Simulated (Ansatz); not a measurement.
# HfC (Fm-3m): from the cell to its phonons

Task: relax HfC (Fm-3m), then find its harmonic phonons.

Method: DFT PBEsol, scalar-relativistic, plane waves, PAW; PAW set soft_1, in Ansatz 0.2.0.

This is a report of a sequence of runs, with most program output left out.

The database entry behind the starting cell differs from later determinations by our own check (about 0.2 % long), so it need not match the best structure at ambient conditions.

## Step 1: The structure

Symmetry: Fm-3m, No. 225, cubic system. The conventional cell has a = 4.650 Å, b = 4.650 Å, c = 4.650 Å, α = 90.00°, β = 90.00°, γ = 90.00°. Nearest to Hf lie 6 C at 2.33 Å. Nearest to C lie 6 Hf at 2.33 Å. Farther neighbours are not listed.

## Step 2: Bringing the structure to rest

Harmonic phonons are second derivatives at a point where the forces vanish, and they are wanted at zero stress, so atoms and cell are relaxed first.

File input.yaml:

```yaml
crystal:
  lattice:
    - [0.0, 2.325, 2.325]
    - [2.325, 0.0, 2.325]
    - [2.325, 2.325, 0.0]
  atoms:
    - { symbol: Hf, position: [0.5, 0.5, 0.5] }
    - { symbol: C, position: [0.0, 0.0, 0.0] }
kpoints:
  mp_grid: { grid: [16, 16, 16] }
hamiltonian:
  xc: pbesol
  pseudopotentials: { kind: paw, azcp: { folder: soft_1 }, xc_functional: pbe }
scf:
  occupations: { method: gaussian, width: 0.1 }
output:
  forces: true
  stress: true
  eigenvalues: true
  write_density: true
  write_potential: true
  elf: true
  volumetric_format: npy
relax:
  adjacent_minimum: "off"
  f_tol: 0.005
  max_steps: 80
  cell: { stress_tol: 0.05 }
```

Run with:

```
> ansatz run input.yaml --threads 4 --pin off --max-ram 10240MiB --backend cpu --events-out ev --progress --plain --runs-dir out
```

The job ended after 6.1 s (4 threads of Arm Neoverse V2, shared host; peak memory 0.41 GiB; 22 s of CPU time).

Step by step:

| step | energy less that of the first step (eV) | largest force component (eV/Å) | pressure (GPa) | volume (Å³) |
| --- | --- | --- | --- | --- |
| 1 | 0.0000 | 0.0000 | -6.51 | 25.14 |
| 2 | -0.0071 | 0.0000 | 5.46 | 23.94 |
| 3 | -0.0150 | 0.0000 | -0.21 | 24.47 |
| 4 | -0.0150 | 0.0000 | 0.00 | 24.45 |
| 5* | -0.0143 | 0.0000 | -0.03 | 24.45 |

Relaxation steps marked * repeat the geometry before them on a plane-wave basis chosen anew for their cell, so energy and pressure can jump there.

The run keeps the 48 symmetry operations that it works with, so distortions that break them were not tested.

| conventional cell, symmetrised | before | after | change |
| --- | --- | --- | --- |
| a (Å) | 4.650 | 4.607 | -0.9 % |
| b (Å) | 4.650 | 4.607 | -0.9 % |
| c (Å) | 4.650 | 4.607 | -0.9 % |
| volume (Å³/atom) | 12.57 | 12.23 | -2.7 % |

Final coordinates:

```
Hf C
1.0
     0.00000    2.30368    2.30368
     2.30368    0.00000    2.30368
     2.30368    2.30368    0.00000
Hf C
1 1
Direct
  0.50000 0.50000 0.50000
  0.00000 0.00000 0.00000
```

This step gave:

```yaml
pressure: -0.03316 GPa
volume_per_atom: 12.23 Å³
gap_on_the_k_mesh: 0 eV
```

Electrostatic potential energy in the ac plane of the conventional cell at fractional y = 0.000, with atoms of Hf and C within 0.2 Å of it. With pseudopotentials it is smooth inside the atoms' cores, unlike the true potential.

Values in eV, 14 rows by 14 columns, each cell a mean:
```
-34 -18  11  15   1 -14  -8  -4 -13  -8  10  16  -1 -30
 -6   7  17  17   9  -6 -14 -14 -12   1  14  18  14  -1
 15  17  19  19  15   9   1   0   5  12  18  19  18  16
  9  12  16  19  19  17  15  14  16  18  19  18  14  10
-10  -4   7  16  19  17  11   9  15  19  18  12   1  -8
-11 -14  -4  12  17   7 -18 -25  -6  15  16   5 -12 -13
  2 -11 -10   9  15  -6 -34 -35 -25   9  14   0 -14  -4
 -4 -13  -8  10  16  -1 -30 -34 -18  11  15   1 -14  -8
-14 -12   1  14  18  14  -1  -6   7  17  17   9  -6 -14
  0   5  12  18  19  18  16  15  17  19  19  15   9   1
 14  16  18  19  18  14  10   9  12  16  19  19  17  15
  9  15  19  18  12   1  -8 -10  -4   7  16  19  17  11
-25  -6  15  16   5 -12 -13 -11 -14  -4  12  17   7 -18
-35 -25   9  14   0 -14  -4   2 -11 -10   9  15  -6 -34
```
Columns run along a (4.6 Å; values clipped at the 3rd and 97th percentile), rows up along c (4.6 Å), edges of the conventional cell, whose origin can differ from the input's. Atoms in or near the plane, at fractional coordinates: Hf at (0.50, 0.00), Hf at (0.00, 0.50), C at (0.00, 0.00), C at (0.50, 0.50).

ELF in the ac plane of the conventional cell at fractional y = 0.000, with atoms of Hf and C within 0.2 Å of it. It is the smooth field of the valence electrons, not physical close to the nuclei.

Values, 14 rows by 14 columns, each cell a mean:
```
0.28 0.63 0.74 0.36 0.35 0.72 0.84 0.85 0.81 0.55 0.25 0.58 0.74 0.41
0.72 0.77 0.70 0.33 0.20 0.50 0.72 0.77 0.64 0.31 0.19 0.55 0.76 0.74
0.59 0.57 0.48 0.26 0.14 0.20 0.35 0.39 0.27 0.14 0.18 0.40 0.55 0.58
0.27 0.22 0.18 0.19 0.26 0.33 0.36 0.37 0.35 0.31 0.24 0.18 0.19 0.25
0.60 0.46 0.21 0.18 0.48 0.70 0.74 0.74 0.73 0.63 0.31 0.14 0.31 0.55
0.83 0.75 0.46 0.22 0.57 0.77 0.63 0.53 0.71 0.73 0.35 0.27 0.64 0.81
0.85 0.83 0.60 0.27 0.59 0.72 0.28 0.11 0.53 0.74 0.37 0.39 0.77 0.85
0.85 0.81 0.55 0.25 0.58 0.74 0.41 0.28 0.63 0.74 0.36 0.35 0.72 0.84
0.77 0.64 0.31 0.19 0.55 0.76 0.74 0.72 0.77 0.70 0.33 0.20 0.50 0.72
0.39 0.27 0.14 0.18 0.40 0.55 0.58 0.59 0.57 0.48 0.26 0.14 0.20 0.35
0.37 0.35 0.31 0.24 0.18 0.19 0.25 0.27 0.22 0.18 0.19 0.26 0.33 0.36
0.74 0.73 0.63 0.31 0.14 0.31 0.55 0.60 0.46 0.21 0.18 0.48 0.70 0.74
0.53 0.71 0.73 0.35 0.27 0.64 0.81 0.83 0.75 0.46 0.22 0.57 0.77 0.63
0.11 0.53 0.74 0.37 0.39 0.77 0.85 0.85 0.83 0.60 0.27 0.59 0.72 0.28
```
Columns run along a (4.6 Å), rows up along c (4.6 Å), edges of the conventional cell, whose origin can differ from the input's. Atoms in or near the plane, at fractional coordinates: Hf at (0.50, 0.00), Hf at (0.00, 0.50), C at (0.00, 0.00), C at (0.50, 0.50).

Valence density in the ac plane of the conventional cell at fractional y = 0.000, with atoms of Hf and C within 0.2 Å of it. It is the smooth field of the valence electrons, not physical close to the nuclei.

Values in e/Å³, 14 rows by 14 columns, each cell a mean:
```
 2  1  1  0  1  6 26 36 14  2  1  1  1  2
 1  1  1  0  0  2  6  8  3  1  0  0  1  1
 1  0  0  0  0  0  1  1  1  0  0  0  0  1
 1  0  0  0  0  0  0  1  0  0  0  0  0  1
 3  1  0  0  0  1  1  1  1  0  0  0  1  2
19  8  1  0  0  1  1  2  1  1  0  1  3 14
50 19  3  1  1  1  2  2  2  1  1  1  8 36
36 14  2  1  1  1  2  2  1  1  0  1  6 26
 8  3  1  0  0  1  1  1  1  1  0  0  2  6
 1  1  0  0  0  0  1  1  0  0  0  0  0  1
 1  0  0  0  0  0  1  1  0  0  0  0  0  0
 1  1  0  0  0  1  2  3  1  0  0  0  1  1
 2  1  1  0  1  3 14 19  8  1  0  0  1  1
 2  2  1  1  1  8 36 50 19  3  1  1  1  2
```
Columns run along a (4.6 Å), rows up along c (4.6 Å), edges of the conventional cell, whose origin can differ from the input's. Atoms in or near the plane, at fractional coordinates: Hf at (0.50, 0.00), Hf at (0.00, 0.50), C at (0.00, 0.00), C at (0.50, 0.50).

In this step the volume went from 12.57 to 12.23 Å³/atom.

## Step 3: Tight relaxation

Phonons need a cell at rest on their own settings, so the relaxation is repeated with tight tolerances on forces and stress, using the mesh and the filling of the phonon run that follows.

input.yaml, the sections that differ from step 2:

```yaml
crystal:
  lattice:
    - [0.0, 2.303678528, 2.303678528]
    - [2.303678528, 0.0, 2.303678528]
    - [2.303678528, 2.303678528, 0.0]
  atoms:
    - { symbol: Hf, position: [0.5, 0.5, 0.5] }
    - { symbol: C, position: [0.0, 0.0, 0.0] }
scf:
  occupations: { method: methfessel_paxton, width: 0.2 }
output:
  forces: true
  stress: true
  eigenvalues: true
relax:
  adjacent_minimum: "off"
  f_tol: 0.001
  max_steps: 60
  cell: { stress_tol: 0.01 }
# kpoints, hamiltonian: as in step 2
```

Run time: 4 s. Hardware: 4 threads; peak memory 0.4 GiB.

Little changed from the start: no atom moved by 0.005 Å and no cell edge by 0.1 %.

Numbers from this step:

* pressure: -2.89e-4 GPa
* volume per atom: 12.22 Å³

The forces vanish by symmetry and the pressure is 0.000 GPa, within the tolerances set. The cell now holds 12.22 Å³/atom.

## Step 4: Zone-centre response

The zone centre comes first: it holds the modes that light can see, as far as symmetry allows. No field response is asked, since the mesh shows no gap.

input.yaml, the sections that differ from step 3:

```yaml
crystal:
  lattice:
    - [0.0, 2.3035800805, 2.3035800805]
    - [2.3035800805, 0.0, 2.3035800805]
    - [2.3035800805, 2.3035800805, 0.0]
  atoms:
    - { symbol: Hf, position: [0.5, 0.5, 0.5] }
    - { symbol: C, position: [0.0, 0.0, 0.0] }
output:
  eigenvalues: true
phonons:
  method: dfpt
# kpoints, hamiltonian, scf: as in step 3
# relax: removed
```

Run time: 12 s. Hardware: 4 threads; peak memory 0.78 GiB.

Numbers from this step:

```
sum-rule residual before enforcement                    : 1.77e-5 eV/Å²
point group                                             : m-3m
highest optical mode at the zone centre (no LO-TO term) : 452.6 cm⁻¹
lowest optical zone-centre mode                         : 452.6 cm⁻¹
```

Patterns of degenerate modes are one choice out of their space. The modes at Γ (shares of kinetic energy by element, %):

| mode | frequency (cm⁻¹) | symmetry | Hf % | C % |
| --- | --- | --- | --- | --- |
| 1 | 0.0 | acoustic | 94 | 6 |
| 2 | 0.0 | acoustic | 94 | 6 |
| 3 | 0.0 | acoustic | 94 | 6 |
| 4 | 452.6 | T1u | 6 | 94 |
| 5 | 452.6 | T1u | 6 | 94 |
| 6 | 452.6 | T1u | 6 | 94 |

Displacements in mode 5 (452.6 cm⁻¹), the largest set to 1:
```
Hf1  0.00 -0.07 -0.03
C2   0.00  1.00  0.43
```

Before it was imposed, the acoustic sum rule was missed by 1.8e-5 eV/Å². Small misses are needed for a sound result but don't prove that mesh and cutoff are converged. The lowest optical mode is real, 453 cm⁻¹.

## Step 5: Response at finite wavevector

Stability and thermal properties need the whole zone. Linear response on a 4×4×4 q mesh gives force constants as far as a supercell of that size would.

input.yaml: that of step 4 with these lines changed.

```diff
@@ -19 +19,8 @@
   method: dfpt
+  qmesh: [4, 4, 4]
+  temperatures: { t_max: 1000, t_step: 50 }
+  qpath:
+    path:
+      - [[0.0, 0.0, 0.0], [0.5, 0.0, 0.5], [0.625, 0.25, 0.625]]
+      - [[0.375, 0.375, 0.75], [0.0, 0.0, 0.0], [0.5, 0.5, 0.5], [0.5, 0.25, 0.75], [0.5, 0.0, 0.5]]
+    npoints: 10
```

The job ended after 6.4 min (4 threads; peak memory 4.9 GiB).

Numbers from this step:

```
sum-rule residual before enforcement                       : 2.28e-5 eV/Å²
lowest frequency on the path                               : 0 cm⁻¹
highest frequency on the path or at a solved wavevector    : 696.6 cm⁻¹
mean frequency                                             : 365.7 cm⁻¹
Debye temperature (second moment)                          : 784 K
logarithmic mean frequency                                 : 297.3 cm⁻¹
lowest mode on the q mesh (acoustic modes at Γ apart)      : 104.0 cm⁻¹
zero-point energy per atom                                 : 68.01 meV
heat capacity at 300 K                                     : 18.77 J/(mol atoms K)
vibrational entropy at 300 K                               : 19.71 J/(mol atoms K)
edges of the widest gap between branches, on path and mesh : 242.6, 452.6 cm⁻¹
```

Frequencies (cm⁻¹) solved at each irreducible wavevector; negative means imaginary. Frequencies by wavevector, by row:

| q in reciprocal lattice units | star | mode 1 | mode 2 | mode 3 | mode 4 | mode 5 | mode 6 |
| --- | --- | --- | --- | --- | --- | --- | --- |
| 0 0 0 | 1 | 0 | 0 | 0 | 452.6 | 452.6 | 452.6 |
| 0 0 0.25 | 8 | 104 | 104 | 167.8 | 504.4 | 504.4 | 620.2 |
| 0 0 -0.5 | 4 | 137.5 | 137.5 | 242.6 | 559.5 | 559.5 | 696.6 |
| 0 0.25 0.25 | 6 | 112.8 | 112.8 | 164.6 | 478.4 | 478.4 | 625 |
| 0 0.25 -0.5 | 24 | 147.5 | 164.6 | 208.9 | 532.1 | 580.4 | 634.7 |
| 0 0.25 -0.25 | 12 | 135.5 | 150.6 | 209.1 | 541.8 | 567.8 | 664.2 |
| 0 -0.5 -0.5 | 3 | 154.3 | 154.3 | 197.5 | 503.7 | 503.7 | 582.9 |
| 0.25 -0.5 -0.25 | 6 | 179.8 | 179.8 | 183.6 | 562.3 | 562.3 | 627.5 |

Interpolated from a 4×4×4 q mesh. The phonon branches at the labelled points (cm⁻¹):

| point | branch 1 | branch 2 | branch 3 | branch 4 | branch 5 | branch 6 |
| --- | --- | --- | --- | --- | --- | --- |
| Γ | 0 | 0 | 0 | 453 | 453 | 453 |
| halfway | 113 | 113 | 165 | 478 | 478 | 625 |
| X | 154 | 154 | 198 | 504 | 504 | 583 |
| halfway | 155 | 168 | 195 | 514 | 545 | 582 |
| U | 154 | 188 | 194 | 539 | 576 | 619 |
| jump to K | 154 | 188 | 194 | 539 | 576 | 619 |
| halfway | 117 | 123 | 183 | 510 | 540 | 637 |
| Γ | 0 | 0 | 0 | 453 | 453 | 453 |
| halfway | 104 | 104 | 168 | 504 | 504 | 620 |
| L | 138 | 138 | 243 | 560 | 560 | 697 |
| halfway | 150 | 162 | 222 | 560 | 572 | 665 |
| W | 180 | 180 | 184 | 562 | 562 | 628 |
| halfway | 164 | 170 | 193 | 528 | 570 | 579 |
| X | 154 | 154 | 198 | 504 | 504 | 583 |

Tetrahedra on a 24×24×24 mesh, mean over bins of 10 cm-1. Interpolated from a 4×4×4 q mesh. The phonon density of states by wavenumber; read off at these points:

| wavenumber (cm⁻¹) | phonon density of states (1/cm⁻¹/cell) |
| --- | --- |
| 5 | 1.0e-5 |
| 25 | 1.6e-4 |
| 55 | 0.00101 |
| 75 | 0.00245 |
| 105 | 0.008 |
| 125 | 0.0172 |
| 145 | 0.0403 |
| 155 | 0.0426 |
| 175 | 0.0202 |
| 195 | 0.0270 |
| 215 | 0.0165 |
| 245 | 3.3e-4 |
| 265 | 0 |
| 295 | 0 |
| 315 | 0 |
| 335 | 0 |
| 365 | 0 |
| 385 | 0 |
| 405 | 0 |
| 435 | 0 |
| 455 | 0.0011 |
| 485 | 0.00724 |
| 505 | 0.0133 |
| 525 | 0.0164 |
| 555 | 0.0301 |
| 575 | 0.0327 |
| 595 | 0.00457 |
| 625 | 0.0106 |
| 635 | 0.0139 |
| 645 | 0.0123 |
| 675 | 0.00716 |
| 695 | 0.00133 |

The partial phonon density of states has structure finer than the step of the table below, so its rows give means over 20 cm⁻¹, whole bins alone (the curve runs from -10 to 727 cm⁻¹). Peaks (cm⁻¹: height): C 569.5: 0.0333, 634.4: 0.0135; Hf 152.3: 0.0417, 198.6: 0.0243.

Phonopy on the run's constants, 21x21x21 mesh, Gaussian sigma 5.3 cm-1. Interpolated from a 4×4×4 q mesh. Partial phonon density of states against wavenumber; means over each step; values in 1/cm⁻¹/cell:

| wavenumber (cm⁻¹) | C | Hf |
| --- | --- | --- |
| 0 | 0 | 1.3e-5 |
| 20 | 4.9e-6 | 1.1e-4 |
| 40 | 2.7e-5 | 4.9e-4 |
| 60 | 6.4e-5 | 0.00129 |
| 80 | 1.1e-4 | 0.00303 |
| 100 | 1.7e-4 | 0.00671 |
| 120 | 2.1e-4 | 0.0149 |
| 140 | 1.8e-4 | 0.0339 |
| 160 | 1.1e-4 | 0.0336 |
| 180 | 6.6e-5 | 0.0178 |
| 200 | 5.0e-5 | 0.0216 |
| 220 | 2.2e-5 | 0.0126 |
| 240 | 1.7e-6 | 0.00290 |
| 260 | 0 | 2.9e-5 |
| 280 | 0 | 0 |
| 300 | 0 | 0 |
| 320 | 0 | 0 |
| 340 | 0 | 0 |
| 360 | 0 | 0 |
| 380 | 0 | 0 |
| 400 | 0 | 0 |
| 420 | 0 | 0 |
| 440 | 9.4e-5 | 4.5e-6 |
| 460 | 0.00233 | 1.1e-4 |
| 480 | 0.00619 | 1.8e-4 |
| 500 | 0.0112 | 1.6e-4 |
| 520 | 0.0155 | 1.3e-4 |
| 540 | 0.0199 | 1.0e-4 |
| 560 | 0.0296 | 9.0e-5 |
| 580 | 0.0190 | 4.7e-5 |
| 600 | 0.00513 | 2.8e-5 |
| 620 | 0.00884 | 4.5e-5 |
| 640 | 0.0126 | 5.5e-5 |
| 660 | 0.0115 | 3.5e-5 |
| 680 | 0.00611 | 1.5e-5 |
| 700 | 9.7e-4 | 1.2e-6 |

Second derivatives of the energy by pair, one row for each kind of neighbour of each atom listed. Each entry sums the pair over the periodic images of the supercell that the q mesh stands for, and in a polar crystal it holds the long-range dipole part too. Force constants by pair, by row:

| atom | neighbour | distance (Å) | third of the trace (eV/Å²) | along the pair's line (eV/Å²) |
| --- | --- | --- | --- | --- |
| Hf1 | itself | 0 | 18.93 | – |
| Hf1 | C | 2.304 | -1.485 | -1.75 |
| Hf1 | Hf | 3.258 | -0.7757 | -3.211 |
| Hf1 | C | 3.99 | -0.1349 | -0.2767 |
| Hf1 | Hf | 4.607 | -0.3958 | -1.221 |
| Hf1 | C | 5.151 | 0.088 | 0.3137 |
| Hf1 | Hf | 5.643 | 0.0629 | 0.1468 |
| Hf1 | Hf | 6.516 | 0.0023 | -0.2068 |
| Hf1 | C | 6.911 | -0.029 | -0.0406 |
| C2 | itself | 0 | 14.47 | – |
| C2 | Hf | 2.304 | -1.485 | -1.75 |
| C2 | C | 3.258 | -0.2825 | -1.124 |
| C2 | Hf | 3.99 | -0.1349 | -0.2767 |
| C2 | C | 4.607 | -0.418 | -1.188 |
| C2 | Hf | 5.151 | 0.088 | 0.3137 |
| C2 | C | 5.643 | 0.0252 | 0.0315 |
| C2 | C | 6.516 | -0.0853 | -0.37 |
| C2 | Hf | 6.911 | -0.029 | -0.0406 |

Harmonic thermodynamic functions per atom, from the density of states. Interpolated from a 4×4×4 q mesh. Thermodynamic functions, by row:

| T (K) | F_vib (meV/atom) | S (J/mol-atom/K) | C_V (J/mol-atom/K) |
| --- | --- | --- | --- |
| 0 | 68.01 | 0 | 0 |
| 50 | 67.89 | 1.032 | 3.059 |
| 100 | 66.38 | 4.972 | 8.406 |
| 200 | 57.03 | 12.89 | 14.77 |
| 300 | 40.04 | 19.71 | 18.77 |
| 400 | 16.56 | 25.44 | 20.98 |
| 500 | -12.39 | 30.27 | 22.24 |
| 600 | -45.95 | 34.4 | 22.99 |
| 700 | -83.51 | 37.98 | 23.48 |
| 800 | -124.5 | 41.14 | 23.8 |
| 900 | -168.7 | 43.96 | 24.03 |
| 1000 | -215.6 | 46.5 | 24.2 |

Harmonic mean-square displacement, third of the trace. Interpolated from a 4×4×4 q mesh. Mean square displacements, by row:

| T (K) | Hf1 U_eq (Å²) | C2 U_eq (Å²) |
| --- | --- | --- |
| 0 | 6.30e-4 | 0.00255 |
| 100 | 8.50e-4 | 0.00263 |
| 300 | 0.00201 | 0.00327 |
| 600 | 0.00391 | 0.00507 |

Symmetry leaves 8 wavevectors to solve. The lowest mode among them, the acoustic zeros apart, lies at q = (0, 0, 0.25) and is real, 104 cm⁻¹.

## Step 6: Another isotope, element C, natural mass 12.011 amu

An isotope changes the mass and not the force constants, so no new electronic calculation is needed; the shifts show which modes move this element.

The same force constants with the mass of C changed from 12.011 to 13.003 u (phonopy, no LO-TO term). Both lists are sorted by frequency; levels can cross, so a row need not hold one and the same mode. Modes under 3 cm⁻¹ are left out. Isotope shifts, by row:

| q | rank | natural mass (cm⁻¹) | changed mass (cm⁻¹) |
| --- | --- | --- | --- |
| 0 0 0 | 4 | 452.6 | 436.1 |
| 0 0 0 | 5 | 452.6 | 436.1 |
| 0 0 0 | 6 | 452.6 | 436.1 |
| 0 0 0.25 | 1 | 104 | 103.9 |
| 0 0 0.25 | 2 | 104 | 103.9 |
| 0 0 0.25 | 3 | 167.8 | 167.7 |
| 0 0 0.25 | 4 | 504.4 | 485.2 |
| 0 0 0.25 | 5 | 504.4 | 485.2 |
| 0 0 0.25 | 6 | 620.2 | 596.5 |
| 0 0 -0.5 | 1 | 137.5 | 137.5 |
| 0 0 -0.5 | 2 | 137.5 | 137.5 |
| 0 0 -0.5 | 3 | 242.6 | 242.6 |
| 0 0 -0.5 | 4 | 559.5 | 537.8 |
| 0 0 -0.5 | 5 | 559.5 | 537.8 |
| 0 0 -0.5 | 6 | 696.6 | 669.5 |
| 0 0.25 0.25 | 1 | 112.8 | 112.7 |
| 0 0.25 0.25 | 2 | 112.8 | 112.7 |
| 0 0.25 0.25 | 3 | 164.6 | 164.5 |
| 0 0.25 0.25 | 4 | 478.4 | 460.2 |
| 0 0.25 0.25 | 5 | 478.4 | 460.2 |
| 0 0.25 0.25 | 6 | 625 | 601 |

A mode of this element alone would shift by -3.89 %. The highest zone-centre frequency without the field goes from 452.6 to 436.1 cm⁻¹ (-3.6 %). The product of the frequency ratios over all optical modes at Γ is 0.895; the product rule, (m/m′)^(3k/2) (M′/M)^(3/2) with k = 1 such atoms and M the mass of the cell, gives 0.895.

## Step 7: Another isotope, element Hf, natural mass 178.486 amu

The same for Hf, from 178.49 to 173.94 u.

A mode of this element alone would shift by +1.30 %. The highest zone-centre frequency without the field goes from 452.6 to 452.9 cm⁻¹ (+0.1 %). The product of the frequency ratios over all optical modes at Γ is 1.002; the product rule, (m/m′)^(3k/2) (M′/M)^(3/2) with k = 1 such atoms and M the mass of the cell, gives 1.002.

## Step 8: Outcome

- space group after relaxation (within 0.01 Å): Fm-3m
- volume per atom: 12.2 Å³
- electronic character: no gap on this mesh
- highest optical mode at the zone centre (no LO-TO term): 453 cm⁻¹
- lowest optical zone-centre mode: 453 cm⁻¹
- lowest mode on the q mesh (acoustic modes at Γ apart): 104 cm⁻¹
- highest frequency on the path or at a solved wavevector: 697 cm⁻¹
- zero-point energy per atom: 68.0 meV
- heat capacity at 300 K: 18.8 J/(mol atoms K)
- vibrational entropy at 300 K: 19.7 J/(mol atoms K)
- Debye temperature (second moment): 784 K
- imaginary modes on the 4×4×4 q mesh: none

What this shows: The structure is a minimum as far as tested: no mode is imaginary at the 8 irreducible wavevectors of the 4×4×4 mesh, and the softest away from the acoustic zeros lies at 104 cm⁻¹. The optical modes at Γ form one degenerate level at 453 cm⁻¹. The highest mode in this list at Γ, 452.6 cm⁻¹, is mostly motion of C (94 % of the kinetic energy). On the path and the mesh, the widest gap between branches runs from 243 to 453 cm⁻¹. With no gap, or one that is small against the smearing, the frequencies hang on the k mesh and the smearing, most of all near Kohn anomalies. Spin-orbit coupling is left out, which can matter for the heavy elements here. The PAW files were made for PBE and serve the other functionals too. These are harmonic frequencies at zero temperature: anharmonic shifts, linewidths and thermal expansion are left out.

[Logs are printed without paths, hosts, clocks, repeated set-up lines and the standing remarks that a program may print on its own settings, such as how far it seeks lower states.]

[Hosts, paths, dates, database ids (printed as entryN), source tags and the programs' standing remarks are cut or masked in the printed files.]
